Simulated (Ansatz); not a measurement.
## Phonons of La2O3 (P-3m1) against volume

Wanted: Grüneisen parameters and pressure coefficients of the modes of La2O3 (P-3m1).

Method: DFT LDA, scalar-relativistic, plane waves, PAW; PAW set soft_1, in Ansatz 0.2.0.

## 1. The structure

Symmetry: P-3m1, No. 164, trigonal system. Conventional cell: a = 3.931 Å, b = 3.931 Å, c = 6.112 Å, α = 90.00°, β = 90.00°, γ = 120.00°. O has 4 La at 2.36 to 2.44 Å nearest. Nearest to O lie 6 La at 2.72 Å. Nearest to La lie 7 O at 2.36 to 2.72 Å. Farther neighbours and most contacts between anions are not listed.

Coordinates:

```cif
data_structure
_symmetry_space_group_name_H-M 'P 1'
_symmetry_Int_Tables_number 1
_cell_length_a 3.9308
_cell_length_b 3.9308
_cell_length_c 6.1120
_cell_angle_alpha 90.000
_cell_angle_beta 90.000
_cell_angle_gamma 120.000
_cell_volume 81.78
loop_
_atom_site_label
_atom_site_type_symbol
_atom_site_fract_x
_atom_site_fract_y
_atom_site_fract_z
_atom_site_occupancy
O1 O 0.66667 0.33333 0.35411 1
O2 O 0.33333 0.66667 0.64589 1
O3 O 0.00000 0.00000 0.00000 1
La4 La 0.66667 0.33333 0.75376 1
La5 La 0.33333 0.66667 0.24624 1
```

## 2. Bringing the structure to rest

Harmonic phonons are second derivatives at a point where the forces vanish, and they are wanted at zero stress, so atoms and cell are relaxed first.

Contents of input.yaml:

```yaml
crystal:
  lattice:
    - [3.930777878, 0.0, 0.0]
    - [-1.965388939, 3.404153499, 0.0]
    - [0.0, 0.0, 6.11195352]
  atoms:
    - { symbol: O, position: [0.66666667, 0.33333333, 0.35410935] }
    - { symbol: O, position: [0.33333333, 0.66666667, 0.64589065] }
    - { symbol: O, position: [0.0, 0.0, 0.0] }
    - { symbol: La, position: [0.66666667, 0.33333333, 0.75376432] }
    - { symbol: La, position: [0.33333333, 0.66666667, 0.24623568] }
kpoints:
  mp_grid: { grid: [9, 9, 4] }
hamiltonian:
  xc: lda
  pseudopotentials: { kind: paw, azcp: { folder: soft_1 }, xc_functional: pbe }
scf:
  occupations: { method: gaussian, width: 0.02 }
output:
  forces: true
  stress: true
  eigenvalues: true
relax:
  adjacent_minimum: "off"
  f_tol: 0.005
  max_steps: 80
  cell: { stress_tol: 0.05 }
```

The run is started by

```console
ansatz run input.yaml --threads 4 --pin off --max-ram 16384MiB --backend cpu --events-out ev --progress --plain --runs-dir out
```

Numbers of over 12 decimals in the logs are rounded to 6 here.

What it wrote:

```text
Engine: ansatz 0.2.0, aarch64-unknown-linux-gnu
Pseudopotentials: kind: paw
Pseudopotential: O, paw, valence charge 6, recommended cutoff 420 eV (normal), soft_1/O.paw.azcp
Pseudopotential: La, paw, valence charge 11, recommended cutoff 420 eV (normal), soft_1/La.paw.azcp
Functional definition: SPW92
  exchange = slater_x
  correlation = pw_c
Crystal: 5 atoms, lattice volume = 81.784 Å³
Basis set: ecut = 420 eV, 1641 PW (Γ)
Bands: 25, of which v1, the nominal top of the filled ones, is band 20 counted from 1 (19 counted from 0)
Symmetry: 12 space group operations
Space group: P-3m1 (ITA 164), of the structure as read, at distance tolerance 4.3e-5 Å
k-points: 43 of 324
Non-local potential: O, projectors of the file, l = 0: 2, l = 1: 2, l = 2: 1
Non-local potential: La, projectors of the file, l = 0: 3, l = 1: 2, l = 2: 2, l = 3: 3
PAW form: soft (Blöchl's): semilocal exchange-correlation on the pseudo side does not see the compensation charge
PAW frozen core: O, regenerated for the run's functional, and the local potential with it (the file was generated under x = pbe(κ = 0.804, μ = 0.219515), c = pbe(β = 0.066725))
PAW frozen core: La, regenerated for the run's functional, and the local potential with it (the file was generated under x = pbe(κ = 0.804, μ = 0.219515), c = pbe(β = 0.066725))
PAW one-centre angular grid: O, 110 points (default); XC on 64 Gauss nodes
PAW one-centre angular grid: La, 590 points (default); XC on 64 Gauss nodes
Initial density: superposition of atomic densities (chi_scale 0.1, normalization cell, long waves kept (reshape's long-wave potential 0.03 eV rms))
Initial wavefunctions: pseudopotential atomic-orbital guess
Functional: x = slater, c = lda
SCF iter   1: F=—  HF=-13829.049818 eV  |F-HF|=—  |Δ(HF+E_count)|=         —  Δρ=7.46e-2  dr2=4.25e0  ethr=3.10e-3  ⟨swp⟩=5.1  Hψ=4833  notcnv=0
preconditioner: auto → Resta (q_TF=auto, 2.422 Å⁻¹)  ε∞=5.7  [insulator: Δε(μ)=2.740 eV  Ē_g=11.373 eV  σ=0.020 eV  W_gap=1.00  n_scr=22 (ndim 8)  ℏωp=24.6 eV  f_vac=0.000  D(μ)=0.00/eV (n_scr^D=0)  ε∞_Penn≈5.7]
SCF iter   2: F=—  HF=-13828.442260 eV  |F-HF|=—  |Δ(HF+E_count)|=   6.08e-1  Δρ=3.64e-2  dr2=1.25e0  ethr=3.10e-3  ⟨swp⟩=5.6  Hψ=2949  notcnv=0  defer=45
SCF iter   3: F=—  HF=-13828.277008 eV  |F-HF|=—  |Δ(HF+E_count)|=   1.65e-1  Δρ=1.61e-2  dr2=2.90e-1  ethr=3.10e-3  ⟨swp⟩=2.6  Hψ=1961  notcnv=0  defer=43
SCF iter   4: F=—  HF=-13828.235655 eV  |F-HF|=—  |Δ(HF+E_count)|=   4.14e-2  Δρ=6.14e-3  dr2=3.37e-2  ethr=7.24e-4  ⟨swp⟩=4.5  Hψ=2040  notcnv=0  defer=43
SCF iter   5: F=—  HF=-13828.231748 eV  |F-HF|=—  |Δ(HF+E_count)|=   3.91e-3  Δρ=3.86e-3  dr2=1.21e-2  ethr=8.42e-5  ⟨swp⟩=4.5  Hψ=2272  notcnv=0  defer=43
SCF iter   6: F=—  HF=-13828.230366 eV  |F-HF|=—  |Δ(HF+E_count)|=   1.38e-3  Δρ=1.10e-3  dr2=1.03e-3  ethr=3.03e-5  ⟨swp⟩=3.3  Hψ=1711  notcnv=0  defer=43
SCF iter   7: F=—  HF=-13828.230782 eV  |F-HF|=—  |Δ(HF+E_count)|=   4.16e-4  Δρ=2.26e-4  dr2=5.10e-5  ethr=2.57e-6  ⟨swp⟩=3.2  Hψ=2009  notcnv=0  defer=43
SCF iter   8: F=—  HF=-13828.230786 eV  |F-HF|=—  |Δ(HF+E_count)|=   4.32e-6  Δρ=3.86e-5  dr2=1.68e-6  ethr=1.27e-7  ⟨swp⟩=2.4  Hψ=1908  notcnv=0  defer=43
SCF iter   9: F=-13828.230786 eV  HF=-13828.230786 eV  |F-HF|=2.64e-8  |Δ(HF+E_count)|=   4.84e-8  Δρ=8.21e-6  dr2=5.48e-8  ethr=2.50e-10  ⟨swp⟩=16.2  Hψ=8020  notcnv=0
SCF 1 converged in 9 iterations: F = -13828.230786 eV  dr2 = 5.48e-8
  greatest PAW one-centre occupation: 0.972 electrons in one spin orbital (limit 2), on the La atom at site 4 (counted from 0), in its partial waves of l = 0
relax step   1: F+E_penalty+E_count = -13828.23078586 eV  Δ(F+E_penalty+E_count) = +0.000e0 eV  max|allowed force component| = 1.684e-1 eV/Å  Δτ_max = 0.0000 Å  P = -6.303 GPa  Ω = 81.784 Å³  (9 SCF iters, dr2 threshold 1.00e-7 eV, accepted)
Crystal: 5 atoms, lattice volume = 72.686 Å³
Basis set: ecut = 420 eV, 1435 PW (Γ)
Initial density: handed on by an earlier stage of this run
Initial wavefunctions: those handed on with the density
iter 1 solved again at ethr=4.39e-4 eV; its pass at ethr=3.10e-3 eV (dr2=1.76e-1 eV) is discarded
SCF iter   1: F=—  HF=-13828.206709 eV  |F-HF|=—  |Δ(HF+E_count)|=         —  Δρ=1.11e-2  dr2=1.78e-1  ethr=4.39e-4  ⟨swp⟩=1.3  Hψ=9783  notcnv=0
preconditioner: auto → Resta (q_TF=auto, 2.470 Å⁻¹)  ε∞=5.2  [insulator: Δε(μ)=3.576 eV  Ē_g=12.687 eV  σ=0.020 eV  W_gap=1.00  n_scr=22 (ndim 8)  ℏωp=26.1 eV  f_vac=0.005  D(μ)=0.00/eV (n_scr^D=0)  ε∞_Penn≈5.2]
SCF iter   2: F=—  HF=-13828.167858 eV  |F-HF|=—  |Δ(HF+E_count)|=   3.89e-2  Δρ=5.31e-3  dr2=3.66e-2  ethr=4.39e-4  ⟨swp⟩=4.3  Hψ=1982  notcnv=0
SCF iter   3: F=—  HF=-13828.158657 eV  |F-HF|=—  |Δ(HF+E_count)|=   9.20e-3  Δρ=3.48e-3  dr2=1.20e-2  ethr=9.15e-5  ⟨swp⟩=4.3  Hψ=2292  notcnv=0  defer=4
SCF iter   4: F=—  HF=-13828.156133 eV  |F-HF|=—  |Δ(HF+E_count)|=   2.52e-3  Δρ=8.92e-4  dr2=7.41e-4  ethr=3.00e-5  ⟨swp⟩=4.0  Hψ=1944  notcnv=0  defer=8
SCF iter   5: F=—  HF=-13828.155976 eV  |F-HF|=—  |Δ(HF+E_count)|=   1.57e-4  Δρ=1.64e-4  dr2=2.42e-5  ethr=1.85e-6  ⟨swp⟩=3.3  Hψ=2236  notcnv=0  defer=26
SCF iter   6: F=—  HF=-13828.155982 eV  |F-HF|=—  |Δ(HF+E_count)|=   5.92e-6  Δρ=6.32e-5  dr2=2.30e-6  ethr=6.04e-8  ⟨swp⟩=2.9  Hψ=2079  notcnv=0  defer=26
SCF iter   7: F=—  HF=-13828.155982 eV  |F-HF|=—  |Δ(HF+E_count)|=   4.42e-7  Δρ=6.33e-5  dr2=2.46e-6  ethr=1.25e-9  ⟨swp⟩=10.4  Hψ=6468  notcnv=0
SCF iter   8: F=-13828.155982 eV  HF=-13828.155982 eV  |F-HF|=9.31e-10  |Δ(HF+E_count)|=   4.86e-7  Δρ=7.20e-6  dr2=2.64e-8  ethr=1.25e-9  ⟨swp⟩=4.5  Hψ=4858  notcnv=0
SCF 2 converged in 8 iterations: F = -13828.155982 eV  dr2 = 2.64e-8
relax step   2: F+E_penalty+E_count = -13828.15598196 eV  Δ(F+E_penalty+E_count) = +7.480e-2 eV  max|allowed force component| = 4.446e-1 eV/Å  Δτ_max = 0.0558 Å  P = +10.497 GPa  Ω = 72.686 Å³  energy of the carried Pulay correction = +2.322e-2 eV  (8 SCF iters, dr2 threshold 5.00e-7 eV, rejected (line search))
Crystal: 5 atoms, lattice volume = 78.244 Å³
Basis set: ecut = 420 eV, 1533 PW (Γ)
iter 1 solved again at ethr=3.11e-4 eV; its pass at ethr=3.10e-3 eV (dr2=1.24e-1 eV) is discarded
SCF iter   1: F=—  HF=-13828.349386 eV  |F-HF|=—  |Δ(HF+E_count)|=         —  Δρ=8.84e-3  dr2=1.26e-1  ethr=3.11e-4  ⟨swp⟩=1.9  Hψ=9256  notcnv=0
preconditioner: auto → Resta (q_TF=auto, 2.440 Å⁻¹)  ε∞=5.0  [insulator: Δε(μ)=3.541 eV  Ē_g=12.525 eV  σ=0.020 eV  W_gap=1.00  n_scr=22 (ndim 8)  ℏωp=25.2 eV  f_vac=0.023  D(μ)=0.00/eV (n_scr^D=0)  ε∞_Penn≈5.0]
SCF iter   2: F=—  HF=-13828.323767 eV  |F-HF|=—  |Δ(HF+E_count)|=   2.56e-2  Δρ=4.48e-3  dr2=2.49e-2  ethr=3.11e-4  ⟨swp⟩=4.8  Hψ=2153  notcnv=0
SCF iter   3: F=—  HF=-13828.317805 eV  |F-HF|=—  |Δ(HF+E_count)|=   5.96e-3  Δρ=2.52e-3  dr2=8.94e-3  ethr=6.24e-5  ⟨swp⟩=3.6  Hψ=2340  notcnv=0  defer=23
SCF iter   4: F=—  HF=-13828.315737 eV  |F-HF|=—  |Δ(HF+E_count)|=   2.07e-3  Δρ=6.47e-4  dr2=4.40e-4  ethr=2.24e-5  ⟨swp⟩=3.4  Hψ=2012  notcnv=0  defer=29
SCF iter   5: F=—  HF=-13828.315630 eV  |F-HF|=—  |Δ(HF+E_count)|=   1.07e-4  Δρ=1.64e-4  dr2=2.43e-5  ethr=1.10e-6  ⟨swp⟩=2.7  Hψ=2031  notcnv=0  defer=30
SCF iter   6: F=—  HF=-13828.315638 eV  |F-HF|=—  |Δ(HF+E_count)|=   7.42e-6  Δρ=2.10e-4  dr2=2.67e-5  ethr=6.08e-8  ⟨swp⟩=2.0  Hψ=1819  notcnv=0  defer=30
SCF iter   7: F=—  HF=-13828.315633 eV  |F-HF|=—  |Δ(HF+E_count)|=   4.42e-6  Δρ=2.30e-5  dr2=4.74e-7  ethr=6.08e-8  ⟨swp⟩=2.0  Hψ=1682  notcnv=0  defer=30
SCF iter   8: F=—  HF=-13828.315633 eV  |F-HF|=—  |Δ(HF+E_count)|=   5.55e-8  Δρ=3.98e-6  dr2=1.38e-8  ethr=1.18e-9  ⟨swp⟩=2.0  Hψ=1787  notcnv=0  defer=30
SCF iter   9: F=—  HF=-13828.315633 eV  |F-HF|=—  |Δ(HF+E_count)|=   6.68e-9  Δρ=6.34e-7  dr2=3.18e-10  ethr=3.45e-11  ⟨swp⟩=2.7  Hψ=1866  notcnv=0  defer=30
SCF iter  10: F=-13828.315633 eV  HF=-13828.315633 eV  |F-HF|=1.82e-12  |Δ(HF+E_count)|=  1.26e-10  Δρ=1.28e-7  dr2=1.24e-11  ethr=1.00e-12  ⟨swp⟩=12.2  Hψ=6089  notcnv=0
SCF 3 converged in 10 iterations: F = -13828.315633 eV  dr2 = 1.24e-11
relax step   3: F+E_penalty+E_count = -13828.31563303 eV  Δ(F+E_penalty+E_count) = -8.485e-2 eV  max|allowed force component| = 4.986e-2 eV/Å  Δτ_max = 0.0108 Å  P = -0.625 GPa  Ω = 78.244 Å³  energy of the carried Pulay correction = +8.720e-3 eV  (10 SCF iters, accepted)
[...]
relax step   4: F+E_penalty+E_count = -13828.31773817 eV  Δ(F+E_penalty+E_count) = -2.105e-3 eV  max|allowed force component| = 2.656e-2 eV/Å  Δτ_max = 0.0035 Å  P = +0.056 GPa  Ω = 77.810 Å³  energy of the carried Pulay correction = +9.814e-3 eV  (6 SCF iters, dr2 threshold 5.00e-7 eV, accepted)
[...]
relax step   5: F+E_penalty+E_count = -13828.31794241 eV  Δ(F+E_penalty+E_count) = -2.042e-4 eV  max|allowed force component| = 7.022e-3 eV/Å  Δτ_max = 0.0013 Å  P = +0.005 GPa  Ω = 77.814 Å³  energy of the carried Pulay correction = +9.803e-3 eV  (5 SCF iters, dr2 threshold 8.01e-8 eV, accepted)
[...]
relax step   6: F+E_penalty+E_count = -13828.31793307 eV  Δ(F+E_penalty+E_count) = +9.343e-6 eV  max|allowed force component| = 1.802e-3 eV/Å  Δτ_max = 0.0008 Å  P = -0.002 GPa  Ω = 77.822 Å³  energy of the carried Pulay correction = +9.784e-3 eV  (5 SCF iters, dr2 threshold 3.08e-9 eV, accepted)
[...]
relax step   7: F+E_penalty+E_count = -13828.31068147 eV  Δ(F+E_penalty+E_count) = +7.252e-3 eV  max|allowed force component| = 1.918e-3 eV/Å  Δτ_max = 0.0000 Å  P = -0.179 GPa  Ω = 77.822 Å³  stress off target by 2.02e-1 GPa  SCF on the basis re-selected at this cell (its energy is not comparable with the rows above)  (7 SCF iters)
[...]
relax step   8: F+E_penalty+E_count = -13828.31101946 eV  Δ(F+E_penalty+E_count) = -3.380e-4 eV  max|allowed force component| = 5.104e-4 eV/Å  Δτ_max = 0.0006 Å  P = -0.004 GPa  Ω = 77.713 Å³  energy of the carried Pulay correction = +2.714e-4 eV  (5 SCF iters, dr2 threshold 1.02e-7 eV, accepted)
iter 1 solved again at ethr=5.03e-8 eV; its pass at ethr=3.10e-3 eV (dr2=2.01e-5 eV) is discarded
SCF iter   1: F=—  HF=-13828.310757 eV  |F-HF|=—  |Δ(HF+E_count)|=         —  Δρ=9.95e-6  dr2=1.57e-8  ethr=5.03e-8  ⟨swp⟩=4.1  Hψ=8609  notcnv=0
preconditioner: auto → Resta (q_TF=auto, 2.442 Å⁻¹)  ε∞=5.1  [insulator: Δε(μ)=3.761 eV  Ē_g=12.527 eV  σ=0.020 eV  W_gap=1.00  n_scr=22 (ndim 8)  ℏωp=25.3 eV  f_vac=0.016  D(μ)=0.00/eV (n_scr^D=0)  ε∞_Penn≈5.1]
SCF iter   2: F=—  HF=-13828.310758 eV  |F-HF|=—  |Δ(HF+E_count)|=   9.14e-7  Δρ=5.18e-6  dr2=5.21e-9  ethr=3.92e-11  ⟨swp⟩=3.0  Hψ=2057  notcnv=0
SCF iter   3: F=—  HF=-13828.310758 eV  |F-HF|=—  |Δ(HF+E_count)|=   1.58e-9  Δρ=2.00e-6  dr2=2.74e-9  ethr=1.30e-11  ⟨swp⟩=2.0  Hψ=1462  notcnv=0
SCF iter   4: F=—  HF=-13828.310758 eV  |F-HF|=—  |Δ(HF+E_count)|=  4.09e-10  Δρ=4.54e-7  dr2=1.99e-10  ethr=6.86e-12  ⟨swp⟩=2.0  Hψ=1664  notcnv=0
SCF iter   5: F=-13828.310758 eV  HF=-13828.310758 eV  |F-HF|=9.09e-12  |Δ(HF+E_count)|=  2.55e-11  Δρ=2.02e-7  dr2=4.68e-11  ethr=1.00e-12  ⟨swp⟩=7.5  Hψ=4775  notcnv=0
SCF 9 converged in 5 iterations: F = -13828.310758 eV  dr2 = 4.68e-11
relax step   9: F+E_penalty+E_count = -13828.31075762 eV  Δ(F+E_penalty+E_count) = +2.618e-4 eV  max|allowed force component| = 5.042e-4 eV/Å  Δτ_max = 0.0000 Å  P = -0.007 GPa  Ω = 77.713 Å³  stress off target by 1.23e-2 GPa  SCF on the basis re-selected at this cell (its energy is not comparable with the rows above)  (5 SCF iters)
basis re-selected at this cell: Δ(F+E_penalty+E_count) = +2.618e-4 eV, ΔP = -0.003 GPa vs the last step (what re-selecting the basis moved, of the pressure what is left beyond the Pulay correction that the steps carried, after the strain that the cell walked since its last selection, with what the two solves' SCF thresholds leave and, on support functions, any second-order correction that the steps lacked; it is no m [...]
SCF converged after 5 iterations
Free energy (F): -13828.310758 eV
Harris-Foulkes:  -13828.310758 eV  (|F-HF|=9.09e-12)
Internal energy: -13828.310758 eV  (E = F + TS)
E sigma→0 (E₀):  -13828.310758 eV
Fermi energy:    11.847109 eV
--- Per-component energies (eV) ---
  E_band       = 7.418173
  E_kinetic    = 882.283243
  E_local      = -1435.583109  (includes V_loc(G=0)·N_el)
  E_nonlocal   = 344.663227
  E_hartree    = 534.720998
  E_xc         = -499.664491
  E_vxc        = -567.317559  (∫ρ·V_xc dr)
  E_paw        = -10943.283416  (= ΣΔE_a)
  E_vpaw       = -286.071967  (= ΣTr[D̂ρ^β])
  E_aug_tail   = 0.002342  (compensation charges beyond the density's cutoff)
  E_ewald      = -2712.383969
  E_core_change = 0.934417  (= ΣΔE_core)
  E_smearing   = -0.000000  (= −TS)
  E_closure    = -0.000000  (closes the sum)
  Σ components = -13828.310758   (vs F -13828.310758, Δ=0.00e0)
--- Forces (eV/Å), atoms counted from 1 ---
  atom   1  O      0.00000000    -0.00000000    -0.00050423
  atom   2  O      0.00000000     0.00000000     0.00050423
  atom   3  O      0.00000000    -0.00000000     0.00000000
  atom   4  La    -0.00000000     0.00000000     0.00022502
  atom   5  La     0.00000000    -0.00000000    -0.00022502
  max |Σ_I F_I| component: 2.31e-18 eV/Å
--- Stress (GPa, compression-positive) ---
       -0.004839       0.000000       0.000000
        0.000000      -0.004839      -0.000000
        0.000000      -0.000000      -0.012260
  P = ⅓ Tr σ = -0.0073 GPa (-0.073 kbar)
--- Band table (eV; the first three rows and the last of 43) ---
  k-point 0: bands = [... 16 lower, 8.1394, 9.4969, 9.4969, 9.7828, 14.2551, 14.4892, 14.4892, 15.3343, ... 1 higher]
  k-point 1: bands = [... 16 lower, 8.5777, 9.4538, 9.5586, 9.5586, 14.4122, 14.5806, 14.5806, 15.2826, ... 1 higher]
  k-point 2: bands = [... 16 lower, 8.8611, 9.0495, 9.6308, 9.6308, 14.6670, 14.6670, 14.6709, 15.0697, ... 1 higher]
  k-point 42: bands = [... 16 lower, 9.3760, 9.6836, 9.6836, 9.7764, 14.1854, 14.8317, 14.9745, 14.9745, ... 1 higher]
--- Relaxed structure (7 steps of the walk, 6 accepted, 2 SCFs on fresh bases) ---
  F+E_penalty+E_count = -13828.31075762 eV   max|allowed force component| = 5.042e-4 eV/Å   (the final SCF, on the basis selected at the relaxed cell)
  cell:  # Å, volume = 77.7129 Å³
    - [3.883042, 0, -1.9358176483678113e-17]
    - [-1.941521, 3.362813, 9.679088241839058e-18]
    - [-3.0099964580059886e-17, 0, 5.951384]
  atoms:
    - { symbol: O, position: [0.666667, 0.333333, 0.353420] }
    - { symbol: O, position: [0.333333, 0.666667, 0.646580] }
    - { symbol: O, position: [0, 0, 0] }
    - { symbol: La, position: [0.666667, 0.333333, 0.756017] }
    - { symbol: La, position: [0.333333, 0.666667, 0.243983] }
```

Run time: 13 s. Hardware: 4 threads of Arm Neoverse V2, shared host; peak memory 0.44 GiB; 50 s of CPU time.

Relaxation path:

| step | energy less that of the first step (eV) | largest force component (eV/Å) | pressure (GPa) | volume (Å³) |
| --- | --- | --- | --- | --- |
| 1 | 0.0000 | 0.1684 | -6.30 | 81.78 |
| 2 | 0.0748 | 0.4446 | 10.50 | 72.69 |
| 3 | -0.0848 | 0.0499 | -0.62 | 78.24 |
| 4 | -0.0870 | 0.0266 | 0.06 | 77.81 |
| 5 | -0.0872 | 0.0070 | 0.00 | 77.81 |
| 6 | -0.0871 | 0.0018 | 0.00 | 77.82 |
| 7* | -0.0799 | 0.0019 | -0.18 | 77.82 |
| 8 | -0.0802 | 0.0005 | 0.00 | 77.71 |
| 9* | -0.0800 | 0.0005 | -0.01 | 77.71 |

Relaxation steps marked * repeat the geometry before them on a plane-wave basis chosen anew for their cell, so energy and pressure can jump there. Relaxation step 2 was tried and not accepted.

Forces are held to the 12 operations that the run works with; a distortion that breaks them can't arise in this run.

| conventional cell, symmetrised | before | after | change |
| --- | --- | --- | --- |
| a (Å) | 3.931 | 3.883 | -1.2 % |
| b (Å) | 3.931 | 3.883 | -1.2 % |
| c (Å) | 6.112 | 5.951 | -2.6 % |
| volume (Å³/atom) | 16.36 | 15.54 | -5.0 % |

The atoms that moved most (Å, as changes of fractional coordinates times the final cell):

| atom | dx | dy | dz | length |
| --- | --- | --- | --- | --- |
| La5 | 0.000 | 0.000 | -0.013 | 0.013 |
| La4 | 0.000 | 0.000 | 0.013 | 0.013 |

Final coordinates:

```xyz
5
Lattice="3.8830 0.0000 0.0000 -1.9415 3.3628 0.0000 0.0000 0.0000 5.9514" Properties=species:S:1:pos:R:3 pbc="T T T"
O     1.9415    1.1209    2.1033
O     0.0000    2.2419    3.8480
O     0.0000    0.0000    0.0000
La    1.9415    1.1209    4.4993
La    0.0000    2.2419    1.4520
```

This step gave:

```yaml
pressure: -0.007313 GPa
gap_on_the_k_mesh: 3.761 eV
volume_per_atom: 15.54 Å³
```

In this step the volume went from 16.36 to 15.54 Å³/atom.

## 3. Tight relaxation

Phonons need small forces and stress, so the relaxation is finished with tight tolerances on 9×9×4 k points.

input.yaml, the sections that differ from step 2:

```yaml
crystal:
  lattice:
    - [3.8830423862, 0.0, 0.0]
    - [-1.9415211931, 3.3628133504, 0.0]
    - [0.0, 0.0, 5.9513836071]
  atoms:
    - { symbol: O, position: [0.6666666667, 0.3333333333, 0.3534203769] }
    - { symbol: O, position: [0.3333333333, 0.6666666667, 0.6465796231] }
    - { symbol: O, position: [0.0, 0.0, 0.0] }
    - { symbol: La, position: [0.6666666667, 0.3333333333, 0.7560169134] }
    - { symbol: La, position: [0.3333333333, 0.6666666667, 0.2439830866] }
scf:
  occupations: { method: fixed }
relax:
  adjacent_minimum: "off"
  f_tol: 0.001
  max_steps: 60
  cell: { stress_tol: 0.01 }
# kpoints, hamiltonian, output: as in step 2
```

What it wrote:

```text
[...]
Crystal: 5 atoms, lattice volume = 77.713 Å³
Basis set: ecut = 420 eV, 1519 PW (Γ)
Bands: 25, of which v1, the nominal top of the filled ones, is band 20 counted from 1 (19 counted from 0)
Symmetry: 12 space group operations
[...]
k-points: 43 of 324
[...]
cell:  # Å, volume = 77.7068 Å³
    - [3.883107, 0, 0]
    - [-1.941553, 3.362869, 0]
    - [0, 0, 5.950725]
  atoms:
    - { symbol: O, position: [0.666667, 0.333333, 0.353389] }
    - { symbol: O, position: [0.333333, 0.666667, 0.646611] }
    - { symbol: O, position: [0, 0, 0] }
    - { symbol: La, position: [0.666667, 0.333333, 0.756029] }
    - { symbol: La, position: [0.333333, 0.666667, 0.243971] }
[key lines of the parts left out:]
SCF converged after 5 iterations
Free energy (F): -13828.310781 eV
Fermi energy:    9.967765 eV
P = ⅓ Tr σ = -0.0003 GPa (-0.003 kbar)
```

Elapsed: 5.2 s, on 4 threads; peak memory 0.42 GiB; 19 s of CPU time.

Little changed from the start: no atom moved by 0.005 Å and no cell edge by 0.1 %.

Numbers from this step:

- pressure: -3.14e-4 GPa

The largest force component left is 0.45 meV/Å and the pressure is 0.000 GPa, within the tolerances set. The cell now holds 15.54 Å³/atom.

[end of part 1 of 3]

[Logs are printed without paths, hosts, clocks, repeated set-up lines and the standing remarks that a program may print on its own settings, such as how far it seeks lower states.]

[Hosts, paths, dates, database ids (printed as entryN), source tags and the programs' standing remarks are cut or masked in the printed files.]
